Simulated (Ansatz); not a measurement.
**The MXene Ta3N2 with Cl ends: bands and core levels**

Aim: core-level components, unfolded bands and work function of the MXene Ta3N2 with Cl ends.

Program: Ansatz 0.2.0. Level of theory: DFT, PBEsol, plane-wave PAW, default files, scalar-relativistic, in the first sound run; inputs show where later runs differ. Results are calculated unless marked as measured.

This is a report of a sequence of runs, with most program output left out.

### 1. Starting point

The cell holds 7 atoms: 2 Cl, 3 Ta and 2 N. Cell: a = 3.120 Å, b = 3.120 Å, c = 23.200 Å, α = 90.0°, β = 90.0°, γ = 120.0°. It derives from Ta3N2. How the cell was made: MXene sheet; termination: Cl; lattice typed at the start. Regions: L1, 1 atom (1 Cl); L2, 1 atom (1 Ta); L3, 1 atom (1 N); in, 2 atoms (1 Ta and 1 N); rest, 2 atoms (1 Ta and 1 Cl). Vacuum lies along c.

### 2. Relaxation

Levels and vacuum steps follow bond lengths, so the atoms are relaxed first.

input.yaml reads:

```yaml
crystal:
  lattice:
    - [3.12, 0.0, 0.0]
    - [-1.56, 2.7019992598, 0.0]
    - [0.0, 0.0, 23.2]
  atoms:
    - { symbol: Cl, position: [0.666666667, 0.333333333, 0.676724138] }
    - { symbol: Ta, position: [0.333333333, 0.666666667, 0.603448276], spin: -0.6 }
    - { symbol: "N", position: [0.0, 0.0, 0.551724138] }
    - { symbol: Ta, position: [0.666666667, 0.333333333, 0.5], spin: -0.6 }
    - { symbol: "N", position: [0.333333333, 0.666666667, 0.448275862] }
    - { symbol: Ta, position: [0.0, 0.0, 0.396551724], spin: -0.6 }
    - { symbol: Cl, position: [0.666666667, 0.333333333, 0.323275862] }
magnetization:
  spin_polarized: true
kpoints:
  mp_grid: { grid: [12, 12, 1] }
scf:
  occupations: { method: fermi_dirac, width: 0.05 }
  n_extra_bands: 8
hamiltonian:
  xc: pbesol
  pseudopotentials: { kind: paw }
output:
  forces: true
  write_potential: true
  volumetric_format: []
relax:
  f_tol: 0.03
  max_steps: 45
  cell: { fix: [c, alpha, beta] }
```

Launch:

```console
$ ansatz run input.yaml --threads 8 --pin off --max-ram 12288MiB --backend cpu --events-out ev --progress --plain --runs-dir out
```

Wall time 30 s (8 threads of Arm Neoverse N1, shared host); peak memory 0.92 GiB; 3.6 min of CPU time.

The steps of the relaxation:

| step | energy less that of the first step (eV) | largest force component (eV/Å) | pressure (GPa) | volume (Å³) |
| --- | --- | --- | --- | --- |
| 1 | 0.0000 | 1.2514 | 3.88 | 195.58 |
| 2 | -0.1585 | 0.0547 | -0.78 | 198.94 |
| 3 | -0.1651 | 0.0341 | -0.06 | 196.49 |
| 4 | -0.1654 | 0.0187 | 0.02 | 196.98 |
| 5* | -0.1665 | 0.0187 | 0.02 | 196.98 |

Relaxation steps marked * repeat the geometry before them on a plane-wave basis chosen anew for their cell, so energy and pressure can jump there.

Forces are held to the 12 operations that the run works with; a distortion that breaks them can't arise in this run.

| cell as run | before | after | change |
| --- | --- | --- | --- |
| a (Å) | 3.120 | 3.131 | +0.4 % |
| b (Å) | 3.120 | 3.131 | +0.4 % |

The atoms that moved most (Å, along periodic axes as changes of fractional coordinates times the final cell, across vacuum about the mean position):

| atom | dx | dy | dz | length |
| --- | --- | --- | --- | --- |
| Cl1 | 0.000 | 0.000 | 0.139 | 0.139 |
| Cl7 | 0.000 | 0.000 | -0.139 | 0.139 |
| Ta2 | 0.000 | 0.000 | 0.025 | 0.025 |
| Ta6 | 0.000 | 0.000 | -0.025 | 0.025 |
| N5 | 0.000 | 0.000 | 0.006 | 0.006 |
| N3 | 0.000 | 0.000 | -0.006 | 0.006 |

This step gave:

```
free energy               : -32304.8527 eV
energy at zero smearing   : -32304.8377 eV
smearing term TS          : 0.03008 eV
Fermi energy              : 6.171 eV
symmetry operations       : 12
pressure                  : 0.02365 GPa
work function, upper face : 3.715 eV
work function, lower face : 3.715 eV
```

The relaxation ends with a largest force component of 0.019 eV/Å. The starting moments have collapsed: the run ends non-magnetic.

### 3. Layer-resolved bands, DOS and potential

The main run: bands along the zone's path, each state's share in the top and middle regions, the DOS and the planar potential.

input.yaml reads:

```yaml
crystal:
  lattice:
    - [3.1311574913, 0.0, 0.0]
    - [-1.5655787457, 2.7116619307, 0.0]
    - [0.0, 0.0, 23.2]
  atoms:
    - { symbol: Cl, position: [0.6666666667, 0.3333333333, 0.6827231562] }
    - { symbol: Ta, position: [0.3333333333, 0.6666666667, 0.6045286984], spin: -0.6 }
    - { symbol: "N", position: [0.0, 0.0, 0.5514703785] }
    - { symbol: Ta, position: [0.6666666667, 0.3333333333, 0.5], spin: -0.6 }
    - { symbol: "N", position: [0.3333333333, 0.6666666667, 0.4485296215] }
    - { symbol: Ta, position: [0.0, 0.0, 0.3954713016], spin: -0.6 }
    - { symbol: Cl, position: [0.6666666667, 0.3333333333, 0.3172768438] }
magnetization:
  spin_polarized: true
kpoints:
  mp_grid: { grid: [12, 12, 1] }
scf:
  occupations: { method: fermi_dirac, width: 0.05 }
  n_extra_bands: 8
hamiltonian:
  xc: pbesol
  pseudopotentials: { kind: paw }
output:
  forces: true
  write_potential: true
  volumetric_format: []
  efg: { contact_densities: true }
  dos:
    projected: true
    de: 0.05
    e_range: [-30, 12]
    method: { smearing: { sigma: 0.15, scheme: gaussian } }
  eigenstates:
    kpoints:
      - [0.33333333, 0.33333333, 0.0]
      - [0.31666667, 0.31666667, 0.0]
      - [0.3, 0.3, 0.0]
      - [0.28333333, 0.28333333, 0.0]
      - [0.26666667, 0.26666667, 0.0]
      - [0.25, 0.25, 0.0]
      # [... 40 more points ...]
      - [0.36666667, 0.26666667, 0.0]
      - [0.35, 0.3, 0.0]
    e_range: [-8.0, 4.0]
    unfold:
      supercell_matrix: [[1, 0, 0], [0, 1, 0], [0, 0, 1]]
      layers:
        axis: 3
        edges: [0.144863, 0.422001, 0.422101, 0.577899, 0.577999, 0.855137]
```

The job ended after 17 s (8 threads; peak memory 0.97 GiB; 2 min of CPU time).

Numbers from this step:

```
zero of energy                                 : Fermi level
share of occupied states in no projected shell : 0.0086 of the occupied states in the window
DOS at the Fermi level                         : 3.330 states/eV/cell
```

A(k,E), total, spin up over k along the path and E. Zero: Fermi level.

Ten even steps from '_' (0.0 eV⁻¹) to '@' (8.3 eV⁻¹), each cell a mean:
```
..::::========----==::..::..::====::::==--::--==::::--::::..
__..----::====++==::::------::::::::--::..----::--::::::____
..::..______::..::====..__..--==------::++--..__..==--::--..
--..__________::..__--**++++==::::..__==--::......__--....--
....::..______..::::::::--::::::__..--::..____________--....
..::..__::......--==--------::::::::::..________________--..
--....::::::--::::....::::::::::::--..________________....--
::::..____________....______..--==::________________....__::
__..::::__________..::========..____..::..________..____..__
____..::--::::::::::--::::::..____________........__________
__________::::::::..__________..______________________..____
________________________________..__________________..______
______________________::--::______..________________..______
__________________::==**++**==--..__....__________..________
______________..==--==..__..==----==----==::......__________
____________::--..--..________--..__..::--==++++::__________
__________--::..--....::::::....--::....________::--________
______::==..::======++======++++==--::::::::::::::--==______
====**##****++**==::__________..==++++==----======--==##++==
@@@@%%++--====--::..__..::..__..::==----::::......--++++%%@@
========++++==--::--==..__..--::..::==++++**++++++++++**++==
====--====::____..::::======------....::--------------::--==
```
Columns: k along the path (Å⁻¹) from 0 to 3.17; rows upwards: E (eV) from -7.7 to 2.03.

A(k,E), total, spin dn over k along the path and E. Zero: Fermi level.

Ten even steps from '_' (0.0 eV⁻¹) to '@' (8.3 eV⁻¹), each cell a mean:
```
..::::========----==::..::..::====::::==--::--==::::--::::..
__..----::====++==::::------::::::::--::..----::--::::::____
..::..______::..::====..__..--==------::++--..__..==--::--..
--..__________::..__--**++++==::::..__==--::......__--....--
....::..______..::::::::--::::::__..--::..____________--....
..::..__::......--==--------::::::::::..________________--..
--....::::::--::::....::::::::::::--..________________....--
::::..____________....______..--==::________________....__::
__..::::__________..::========..____..::..________..____..__
____..::--::::::::::--::::::..____________........__________
__________::::::::..__________..______________________..____
________________________________..__________________..______
______________________::--::______..________________..______
__________________::==**++**==--..__....__________..________
______________..==--==..__..==----==----==::......__________
____________::--..--..________--..__..::--==++++::__________
__________--::..--....::::::....--::....________::--________
______::==..::======++======++++==--::::::::::::::--==______
====**##****++**==::__________..==++++==----======--==##++==
@@@@%%++--====--::..__..::..__..::==----::::......--++++%%@@
========++++==--::--==..__..--::..::==++++**++++++++++**++==
====--====::____..::::======------....::--------------::--==
```
Columns: k along the path (Å⁻¹) from 0 to 3.17; rows upwards: E (eV) from -7.7 to 2.03.

A(k,E), top over k along the path and E. Zero: Fermi level.

Values in eV⁻¹, 12 rows by 16 columns, each cell a mean:
```
0.62 1.31 1.44 2.10 1.57 1.32 1.28 1.26 1.45 1.16 1.71 1.39 1.36 1.40 1.37 0.58
1.23 0.28 0.15 0.94 1.09 1.59 1.38 1.57 1.46 1.54 1.49 1.48 0.61 1.09 1.09 1.35
1.16 0.93 0.58 0.24 1.33 1.28 2.07 1.49 1.21 1.18 1.15 0.17 0.09 0.08 0.81 1.02
1.26 0.95 1.18 1.56 1.46 1.40 0.86 1.19 1.46 1.04 0.18 0.05 0.04 0.05 0.56 1.35
0.50 0.83 0.30 0.14 0.31 0.93 1.24 1.13 0.89 0.76 0.69 0.39 0.24 0.64 0.36 0.42
0.04 0.32 0.95 1.08 0.91 0.63 0.33 0.47 0.30 0.07 0.11 0.35 0.48 0.12 0.31 0.08
0.03 0.04 0.06 0.10 0.12 0.21 0.95 0.43 0.37 0.34 0.07 0.06 0.05 0.18 0.29 0.03
0.03 0.04 0.05 0.11 1.10 2.85 3.17 3.38 2.06 1.53 0.92 0.34 0.32 0.48 0.05 0.03
0.06 0.07 0.26 1.89 1.86 1.32 0.33 0.61 1.68 1.11 1.82 2.32 2.33 0.98 0.09 0.06
0.34 1.02 2.30 1.63 2.13 1.53 1.43 1.51 1.84 1.69 1.01 1.11 1.18 2.10 1.65 0.36
4.29 3.83 2.48 2.35 1.46 0.47 0.89 0.65 0.86 2.36 1.73 1.48 1.45 1.82 3.14 4.25
2.42 2.02 2.18 1.20 0.62 1.06 0.47 0.80 0.89 0.63 2.22 1.73 1.47 1.29 1.66 2.41
```
Columns: k along the path (Å⁻¹) from 0 to 3.17; rows upwards: E (eV) from -7.7 to 2.03.

A(k,E), middle over k along the path and E. Zero: Fermi level.

Values in eV⁻¹, 12 rows by 16 columns, each cell a mean:
```
1.1 3.1 3.9 3.8 3.3 2.5 2.3 2.3 3.1 2.4 2.1 2.0 3.4 2.2 1.8 1.1
1.7 0.8 0.3 1.5 1.8 3.1 2.2 3.0 2.8 1.9 2.4 2.7 1.3 2.4 1.9 1.6
0.9 0.6 0.4 0.3 1.6 1.1 2.3 1.4 0.9 1.3 1.6 0.3 0.2 0.1 1.5 1.1
1.9 0.6 0.8 1.2 1.4 1.7 1.4 1.6 1.9 1.7 0.2 0.1 0.1 0.1 0.4 1.9
1.1 1.7 0.5 0.2 0.6 2.1 3.4 2.8 1.6 0.8 0.8 0.5 0.3 0.7 0.3 0.9
0.1 0.6 1.8 2.1 2.0 1.5 0.8 1.2 0.7 0.1 0.1 0.5 0.7 0.2 0.6 0.2
0.0 0.1 0.1 0.1 0.2 0.1 0.4 0.2 0.7 0.7 0.1 0.1 0.1 0.3 0.6 0.0
0.0 0.0 0.1 0.1 0.2 0.7 0.7 0.8 0.4 0.8 1.2 0.3 0.3 0.8 0.1 0.0
0.1 0.1 0.1 0.2 0.4 0.4 0.3 0.3 0.6 0.4 0.6 1.5 1.5 0.4 0.1 0.1
0.2 0.5 0.8 1.7 2.6 3.4 3.3 3.4 3.1 2.4 2.0 1.8 1.7 1.3 0.7 0.2
4.9 4.0 4.1 3.5 2.6 0.8 0.7 0.7 1.6 2.4 2.3 1.9 1.8 3.0 3.4 4.9
1.6 3.2 2.7 1.7 2.3 3.5 3.5 3.5 3.0 2.2 3.0 4.4 4.8 4.5 4.2 1.7
```
Columns: k along the path (Å⁻¹) from 0 to 3.17; rows upwards: E (eV) from -7.7 to 2.03.

Peaks of A(k,E) at the labelled points: for each region the eleven nearest the zero at most, each over 6 % of that point's highest, less those above the energy where the solved bands run out; weight and spread sum the levels within three half widths or 0.3 eV, so near peaks share levels. Peaks of the spectral function, the first 40 of 79 rows:

| point | weight on | E (eV) | A (1/eV) | weight near the peak | rms spread of levels (eV) |
| --- | --- | --- | --- | --- | --- |
| K | total | -7.44 | 16.51 | 4 | 0 |
| K | total | -6.78 | 24.33 | 10 | 0.086 |
| K | total | -6.68 | 22.93 | 12 | 0.158 |
| K | total | -6.38 | 12.08 | 8 | 0.178 |
| K | total | -6.26 | 11.17 | 4 | 0.071 |
| K | total | -1.16 | 8.71 | 2 | 0 |
| K | total | -0.78 | 16.32 | 4 | 0 |
| K | total | -0.02 | 8.386 | 2 | 0 |
| K | total | 0.64 | 16.15 | 4 | 0 |
| K | total | 2.04 | 8.385 | 2 | 0 |
| K | top | -7.44 | 8.003 | 1.975 | 0 |
| K | top | -6.78 | 6.3 | 2.428 | 0.082 |
| K | top | -6.68 | 5.946 | 3.411 | 0.177 |
| K | top | -6.38 | 5.276 | 2.796 | 0.17 |
| K | top | -6.26 | 4.594 | 1.805 | 0.07 |
| K | top | -1.16 | 1.845 | 0.407 | 0 |
| K | top | -0.78 | 4.739 | 1.166 | 0 |
| K | top | -0.02 | 3.236 | 0.783 | 0 |
| K | top | 0.64 | 4.961 | 1.228 | 0 |
| K | top | 2.04 | 2.094 | 0.497 | 0 |
| K | middle | -6.78 | 11.71 | 5.137 | 0.09 |
| K | middle | -6.68 | 11.03 | 5.172 | 0.095 |
| K | middle | -6.26 | 1.975 | 0.389 | 0.041 |
| K | middle | -1.16 | 5.015 | 1.184 | 0 |
| K | middle | -0.78 | 6.833 | 1.665 | 0 |
| K | middle | -0.02 | 1.907 | 0.432 | 0 |
| K | middle | 0.64 | 6.216 | 1.542 | 0 |
| K | middle | 2.04 | 4.195 | 1.006 | 0 |
| Γ | total | -5.78 | 16.38 | 4 | 0 |
| Γ | total | -5.38 | 8.701 | 2 | 0 |
| Γ | total | -4 | 16.71 | 4 | 0 |
| Γ | total | -3.64 | 16.64 | 4 | 0 |
| Γ | total | -1.88 | 23.91 | 6 | 0 |
| Γ | total | -0.9 | 8.429 | 2 | 0 |
| Γ | total | -0.16 | 16.62 | 4 | 0 |
| Γ | total | 0.2 | 9.483 | 2 | 0 |
| Γ | total | 0.58 | 16.51 | 4 | 0 |
| Γ | total | 1.58 | 16.15 | 4 | 0 |
| Γ | top | -5.78 | 3.177 | 0.761 | 0 |
| Γ | top | -5.38 | 2.674 | 0.631 | 0 |

The DOS has structure finer than the step of the table below, so its rows give means over 1 eV, whole bins alone (the curve runs from -20.7 to 1.77 eV). Peaks (eV: height): total -17.5: 6.33, -7.2: 9.13, -6.3: 8.53, 0.9: 5.45; Ta 5d -1.7: 2.65, 0.0: 2.78, 0.9: 4.12, 1.7: 5.67; Cl 3p -7.8: 2.04, -7.3: 2.90, -6.3: 4.07, -5.1: 2.30; N 2p -8.9: 1.38, -8.3: 1.74, -7.2: 3.55, -6.1: 2.46; Ta 6s -17.8: 0.361, -9.3: 0.258, -8.9: 0.368, -8.3: 0.560.

* holds the states left over by the projection beside any projected weight of its own. Table of DOS by E, zero at the Fermi level; means over each step; 7 of 8 lines; values in states/eV/cell:

| E (eV) | total | Ta 5d | Cl 3p | N 2p | Ta 6s | Ta 6p* | Cl 3s |
| --- | --- | --- | --- | --- | --- | --- | --- |
| -20 | 0 | 0 | 0 | 0 | 0 | 0 | 0 |
| -19 | 0.271 | 0.00195 | 0.00175 | 3.1e-4 | 0.0759 | 0.00156 | 0.160 |
| -18 | 2.94 | 0.218 | 0.0309 | 0.00485 | 0.295 | 0.0277 | 2.05 |
| -17 | 4.28 | 0.700 | 0.0108 | 0.00824 | 0.226 | 0.0998 | 1.27 |
| -16 | 0.513 | 0.0632 | 3.4e-4 | 8.8e-4 | 0.0195 | 0.0192 | 0.0297 |
| -15 | 0 | 0 | 0 | 0 | 0 | 0 | 0 |
| -14 | 0 | 0 | 0 | 0 | 0 | 0 | 0 |
| -13 | 0 | 0 | 0 | 0 | 0 | 0 | 0 |
| -12 | 0 | 0 | 0 | 0 | 0 | 0 | 0 |
| -11 | 0 | 0 | 0 | 0 | 0 | 0 | 0 |
| -10 | 0.496 | 0.165 | 0.0384 | 0.207 | 0.0729 | 0.00467 | 0.00473 |
| -9 | 2.00 | 0.559 | 0.292 | 0.832 | 0.250 | 0.0271 | 0.0224 |
| -8 | 3.71 | 0.809 | 1.22 | 1.23 | 0.314 | 0.0611 | 0.0472 |
| -7 | 7.68 | 1.95 | 2.46 | 2.93 | 0.0565 | 0.174 | 0.0528 |
| -6 | 6.57 | 1.34 | 3.04 | 1.92 | 0.0456 | 0.148 | 0.0584 |
| -5 | 2.70 | 0.494 | 1.94 | 0.199 | 0.0113 | 0.0378 | 0.0122 |
| -4 | 1.54 | 0.517 | 0.860 | 0.133 | 0.00379 | 0.0176 | 0.00174 |
| -3 | 0.841 | 0.613 | 0.107 | 0.103 | 0.00564 | 0.0115 | 1.8e-4 |
| -2 | 1.90 | 1.44 | 0.142 | 0.253 | 0.0180 | 0.0399 | 0.00230 |
| -1 | 2.24 | 1.71 | 0.206 | 0.230 | 0.0224 | 0.0581 | 0.00302 |
| 0 | 2.19 | 1.73 | 0.196 | 0.142 | 0.0374 | 0.0703 | 0.00680 |
| 1 | 4.49 | 3.45 | 0.253 | 0.416 | 0.102 | 0.188 | 0.0163 |

Sums over each group's atoms; a table of it gives point samples, which can step over narrow peaks. DOS of the group against E, zero at the Fermi level; 7 of 14 lines; values in states/eV:

| E (eV) | layer 1: Cl 3p | other layers: Cl 3p | layer 2: Ta 5d | other layers: Ta 5d | layer 3: N 2p | inner group: N 2p | inner group: Ta 5d |
| --- | --- | --- | --- | --- | --- | --- | --- |
| -20 | 0 | 0 | 0 | 0 | 0 | 0 | 0 |
| -19 | 2.2e-4 | 2.2e-4 | 2.0e-4 | 2.0e-4 | 2.9e-5 | 2.9e-5 | 3.1e-5 |
| -18 | 0.0157 | 0.0157 | 0.0475 | 0.0475 | 0.00215 | 0.00215 | 0.0104 |
| -17 | 0.00238 | 0.00238 | 0.137 | 0.137 | 0.00342 | 0.00342 | 0.504 |
| -16 | 1.6e-5 | 1.6e-5 | 0.00276 | 0.00276 | 2.7e-5 | 2.7e-5 | 6.6e-4 |
| -15 | 0 | 0 | 0 | 0 | 0 | 0 | 0 |
| -14 | 0 | 0 | 0 | 0 | 0 | 0 | 0 |
| -13 | 0 | 0 | 0 | 0 | 0 | 0 | 0 |
| -12 | 0 | 0 | 0 | 0 | 0 | 0 | 0 |
| -11 | 0 | 0 | 0 | 0 | 0 | 0 | 0 |
| -10 | 0.0185 | 0.0185 | 0.0364 | 0.0364 | 0.0942 | 0.0942 | 0.0821 |
| -9 | 0.0678 | 0.0678 | 0.147 | 0.147 | 0.455 | 0.455 | 0.263 |
| -8 | 0.673 | 0.673 | 0.205 | 0.205 | 0.534 | 0.534 | 0.273 |
| -7 | 1.26 | 1.26 | 0.676 | 0.676 | 1.72 | 1.72 | 0.755 |
| -6 | 1.49 | 1.49 | 0.518 | 0.518 | 1.11 | 1.11 | 0.434 |
| -5 | 1.09 | 1.09 | 0.213 | 0.213 | 0.0596 | 0.0596 | 0.0769 |
| -4 | 0.431 | 0.431 | 0.175 | 0.175 | 0.0909 | 0.0909 | 0.220 |
| -3 | 0.0781 | 0.0781 | 0.280 | 0.280 | 0.0783 | 0.0783 | 0.411 |
| -2 | 0.0628 | 0.0628 | 0.527 | 0.527 | 0.140 | 0.140 | 0.421 |
| -1 | 0.111 | 0.111 | 0.755 | 0.755 | 0.107 | 0.107 | 0.395 |
| 0 | 0.138 | 0.138 | 0.941 | 0.941 | 0.0800 | 0.0800 | 0.359 |
| 1 | 0.0985 | 0.0985 | 0.983 | 0.983 | 0.240 | 0.240 | 1.41 |

[end of part 1 of 3]

[Logs are printed without paths, hosts, clocks, repeated set-up lines and the standing remarks that a program may print on its own settings, such as how far it seeks lower states.]

[Hosts, paths, dates, database ids (printed as entryN), source tags and the programs' standing remarks are cut or masked in the printed files.]

[Maps of the electrostatic potential energy from Ansatz leave out the sawtooth potential of an applied field or a dipole correction, so their vacuum need not be flat; work functions include it.]
